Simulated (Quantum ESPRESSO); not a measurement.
# HfO2 (Fm-3m): a mode Grüneisen parameter, worked out

Aim: the Grüneisen parameter and the pressure coefficient of an optical mode of HfO2 (Fm-3m).

Method: DFT PBE, scalar-relativistic, plane waves, PseudoDojo norm-conserving pseudopotentials, in Quantum ESPRESSO 7.5.

## 1. The relaxed structure

It takes space group Fm-3m (No. 225, cubic). The conventional cell has a = 5.080 Å, b = 5.080 Å, c = 5.080 Å, α = 90.00°, β = 90.00°, γ = 90.00°. Hf has 8 O at 2.20 Å nearest. O has 4 Hf at 2.20 Å nearest. Farther neighbours and most contacts between anions are not listed.

Coordinates:

```xyz
3
Lattice="-2.5401 0.0000 2.5401 0.0000 2.5401 2.5401 -2.5401 2.5401 0.0000" Properties=species:S:1:pos:R:3 pbc="T T T"
Hf    0.0000    0.0000    0.0000
O    -3.8101    3.8101    3.8101
O    -1.2700    1.2700    1.2700
```

This is the cell after its relaxation at this level of theory, not the database cell from which that began.

## 2. Runs at several volumes

The relaxed cell is scaled uniformly; in this structure symmetry fixes all atoms, so nothing has to be relaxed anew. Each volume gets a ground state and a response at Γ. The mode followed is the highest one without the macroscopic field, of symmetry T2g; longitudinal polar modes lie higher. Cutoff 92 Ry, k mesh 8×8×8.

From the response at V/V₀ = 0.94:

What it wrote:

```text
[banners, grids, parts of the stress and lines that vanish by symmetry left out]
Program PHONON v.7.5
     Reading xml data from directory:

[...]
Exchange-correlation= PBE
                           (   1   4   3   4   0   0   0)
[...]
kinetic-energy cut-off    =      92.0000  Ry
     charge density cut-off    =     368.0000  Ry
     convergence threshold     =      1.0E-18
[...]
Exchange-correlation= PBE
                           (   1   4   3   4   0   0   0)
[...]
q = (   0.0000000   0.0000000   0.0000000 )
     49 Sym.Ops. (with q -> -q+G )
     G cutoff =  824.3737  (  24933 G-vectors)     FFT grid: ( 45, 45, 45)
     number of k points=    29
[...]
Mode symmetry, O_h (m-3m)  point group:
[...]
Dielectric constant
[...]
End of electric fields calculation
          Dielectric constant in cartesian axis
          (       5.123314605       0.000000000       0.000000000 )
          (       0.000000000       5.123314605      -0.000000000 )
          (       0.000000000      -0.000000000       5.123314605 )
          Effective charges (d Force / dE) in cartesian axis without acoustic sum rule applied (asr)
           atom    1  Hf    Mean Z*:        5.52216
      Ex  (        5.52216        0.00000        0.00000 )
      Ey  (        0.00000        5.52216        0.00000 )
      Ez  (        0.00000        0.00000        5.52216 )
           atom    2  O     Mean Z*:       -2.76084
      Ex  (       -2.76084       -0.00000       -0.00000 )
      Ey  (       -0.00000       -2.76084        0.00000 )
      Ez  (       -0.00000        0.00000       -2.76084 )
           atom    3  O     Mean Z*:       -2.76084
      Ex  (       -2.76084       -0.00000       -0.00000 )
      Ey  (       -0.00000       -2.76084        0.00000 )
      Ez  (        0.00000        0.00000       -2.76084 )
          Effective charges Sum: Mean:        0.00049
[...]
Effective charges (d Force / dE) in cartesian axis with asr applied:
           atom    1  Hf    Mean Z*:        5.52200
[...]
atom    2  O     Mean Z*:       -2.76100
[...]
atom    3  O     Mean Z*:       -2.76100
[...]
Representation #   1 modes #   1   2   3
[...]
End of self-consistent calculation
     Convergence has been achieved
     Representation #   2 modes #   4   5   6
[...]
End of self-consistent calculation
     Convergence has been achieved
     Representation #   3 modes #   7   8   9
[...]
End of self-consistent calculation
     Convergence has been achieved
[...]
Dielectric constant in cartesian axis
          (       5.123314605       0.000000000       0.000000000 )
          (       0.000000000       5.123314605      -0.000000000 )
          (       0.000000000      -0.000000000       5.123314605 )
          Effective charges (d Force / dE) in cartesian axis without acoustic sum rule applied (asr)
           atom    1  Hf    Mean Z*:        5.52216
      Ex  (        5.52216        0.00000        0.00000 )
      Ey  (        0.00000        5.52216        0.00000 )
      Ez  (        0.00000        0.00000        5.52216 )
           atom    2  O     Mean Z*:       -2.76084
      Ex  (       -2.76084       -0.00000       -0.00000 )
      Ey  (       -0.00000       -2.76084        0.00000 )
      Ez  (       -0.00000        0.00000       -2.76084 )
           atom    3  O     Mean Z*:       -2.76084
      Ex  (       -2.76084       -0.00000       -0.00000 )
      Ey  (       -0.00000       -2.76084        0.00000 )
      Ez  (        0.00000        0.00000       -2.76084 )
          Effective charges Sum: Mean:        0.00049
[...]
Effective charges (d Force / dE) in cartesian axis with asr applied:
           atom    1  Hf    Mean Z*:        5.52200
[...]
atom    2  O     Mean Z*:       -2.76100
[...]
atom    3  O     Mean Z*:       -2.76100
[...]
q = (    0.000000000   0.000000000   0.000000000 )
[...]
freq (    1) =      -0.025566 [THz] =      -0.852792 [cm-1]
     freq (    2) =      -0.025566 [THz] =      -0.852792 [cm-1]
     freq (    3) =      -0.025566 [THz] =      -0.852792 [cm-1]
     freq (    4) =       8.338484 [THz] =     278.141871 [cm-1]
     freq (    5) =       8.338484 [THz] =     278.141871 [cm-1]
     freq (    6) =       8.338484 [THz] =     278.141871 [cm-1]
     freq (    7) =      18.622903 [THz] =     621.193186 [cm-1]
     freq (    8) =      18.622903 [THz] =     621.193186 [cm-1]
     freq (    9) =      18.622903 [THz] =     621.193186 [cm-1]
[...]
Mode symmetry, O_h (m-3m)  point group:
     freq (   1-   3) =         -0.9  [cm-1]   --> T_1u G_15  G_4- I
     freq (   4-   6) =        278.1  [cm-1]   --> T_1u G_15  G_4- I
     freq (   7-   9) =        621.2  [cm-1]   --> T_2g G_25' G_5+ R

   JOB DONE.
```

One volume, V/V₀ = 1, is held back as a test.

```csv
V/V₀,volume (Å³/atom),pressure (GPa),ω (cm⁻¹)
0.94,10.270,17.47,621.19
0.97,10.598,8.05,593.25
1,10.926,0.00,held back
1.03,11.253,-6.88,542.35
1.06,11.581,-12.76,519.12
```

## 3. The fit

The mode Grüneisen parameter is γ = −d ln ω / d ln V.

```csv
ln(V/V₀),ln ω
-0.0619,6.4316
-0.0305,6.3856
0.0296,6.2959
0.0583,6.2521
```

A straight line through these points has the slope -1.494, so γ = 1.49; at V/V₀ = 1 it predicts ω = exp(6.3396 + 0.0000) = 566.59 cm⁻¹.

A parabola of pressure against ln V through V/V₀ = 0.97, 1 and 1.03 gives the bulk modulus B = −dP/d ln V = 248 GPa at V₀. With ω₀ from the fitted line the pressure coefficient follows as dω/dP = γ ω₀ / B = 1.49 × 566.6 / 248 = 3.41 cm⁻¹/GPa.

## 4. The run that was held back

What it wrote:

```text
[banners, grids, parts of the stress and lines that vanish by symmetry left out]
[banner, memory and clock lines left out]
Program PHONON v.7.5

[...]
Exchange-correlation= PBE
                           (   1   4   3   4   0   0   0)
[...]
kinetic-energy cut-off    =      92.0000  Ry
     charge density cut-off    =     368.0000  Ry
     convergence threshold     =      1.0E-18
[...]
Exchange-correlation= PBE
                           (   1   4   3   4   0   0   0)
[...]
q = (   0.0000000   0.0000000   0.0000000 )
     49 Sym.Ops. (with q -> -q+G )
     G cutoff =  859.0904  (  26469 G-vectors)     FFT grid: ( 45, 45, 45)
     number of k points=    29
[...]
Mode symmetry, O_h (m-3m)  point group:
[...]
Dielectric constant
[...]
End of electric fields calculation
          Dielectric constant in cartesian axis
          (       5.164636726      -0.000000000      -0.000000000 )
          (      -0.000000000       5.164636726       0.000000000 )
          (      -0.000000000       0.000000000       5.164636726 )
          Effective charges (d Force / dE) in cartesian axis without acoustic sum rule applied (asr)
           atom    1  Hf    Mean Z*:        5.49943
      Ex  (        5.49943        0.00000       -0.00000 )
      Ey  (       -0.00000        5.49943        0.00000 )
      Ez  (       -0.00000        0.00000        5.49943 )
           atom    2  O     Mean Z*:       -2.74946
      Ex  (       -2.74946        0.00000        0.00000 )
      Ey  (        0.00000       -2.74946       -0.00000 )
      Ez  (        0.00000        0.00000       -2.74946 )
[...]
(      -0.000000000       0.000000000       5.164636726 )
          Effective charges (d Force / dE) in cartesian axis without acoustic sum rule applied (asr)
           atom    1  Hf    Mean Z*:        5.49943
      Ex  (        5.49943        0.00000       -0.00000 )
      Ey  (       -0.00000        5.49943        0.00000 )
      Ez  (       -0.00000        0.00000        5.49943 )
           atom    2  O     Mean Z*:       -2.74946
      Ex  (       -2.74946        0.00000        0.00000 )
      Ey  (        0.00000       -2.74946       -0.00000 )
      Ez  (        0.00000        0.00000       -2.74946 )
           atom    3  O     Mean Z*:       -2.74946
      Ex  (       -2.74946        0.00000        0.00000 )
      Ey  (        0.00000       -2.74946       -0.00000 )
      Ez  (       -0.00000       -0.00000       -2.74946 )
          Effective charges Sum: Mean:        0.00050
[...]
Effective charges (d Force / dE) in cartesian axis with asr applied:
           atom    1  Hf    Mean Z*:        5.49926
[...]
atom    2  O     Mean Z*:       -2.74963
[...]
atom    3  O     Mean Z*:       -2.74963
[...]
q = (    0.000000000   0.000000000   0.000000000 )
[...]
freq (    1) =      -0.045308 [THz] =      -1.511328 [cm-1]
     freq (    2) =      -0.045308 [THz] =      -1.511328 [cm-1]
     freq (    3) =      -0.045308 [THz] =      -1.511328 [cm-1]
     freq (    4) =       6.476125 [THz] =     216.020264 [cm-1]
     freq (    5) =       6.476125 [THz] =     216.020264 [cm-1]
     freq (    6) =       6.476125 [THz] =     216.020264 [cm-1]
     freq (    7) =      16.998494 [THz] =     567.008740 [cm-1]
     freq (    8) =      16.998494 [THz] =     567.008740 [cm-1]
     freq (    9) =      16.998494 [THz] =     567.008740 [cm-1]
[...]
Mode symmetry, O_h (m-3m)  point group:
     freq (   1-   3) =         -1.5  [cm-1]   --> T_1u G_15  G_4- I
     freq (   4-   6) =        216.0  [cm-1]   --> T_1u G_15  G_4- I
     freq (   7-   9) =        567.0  [cm-1]   --> T_2g G_25' G_5+ R
```

It gives 567.01 cm⁻¹ against the predicted 566.59 cm⁻¹, a miss of 0.4 cm⁻¹.

## 5. Outcome

```yaml
mode_grueneisen_parameter: 1.494
bulk_modulus: 248 GPa
pressure_coefficient: 3.41 cm⁻¹/GPa
```

The highest optical mode of HfO2 (Fm-3m) without the LO-TO term stiffens by 3.41 cm⁻¹ a GPa near the relaxed volume, with γ = 1.49. The power law meets all 5 runs within 0.08 %; between neighbouring volumes γ runs from 1.46 to 1.52. Such a coefficient turns a measured shift of this mode into a hydrostatic stress; uniaxial or biaxial stress splits the mode and needs deformation potentials. These are harmonic values at zero temperature for the structure held cubic, which a run at Γ can't show to be stable; the bulk modulus rests on three points.

[Host names and launcher messages were left out of these logs when they were recorded.]

[Logs are printed without paths, hosts, clocks, repeated set-up lines and the standing remarks that a program may print on its own settings, such as how far it seeks lower states.]

[Hosts, paths, dates, database ids (printed as entryN), source tags and the programs' standing remarks are cut or masked in the printed files.]
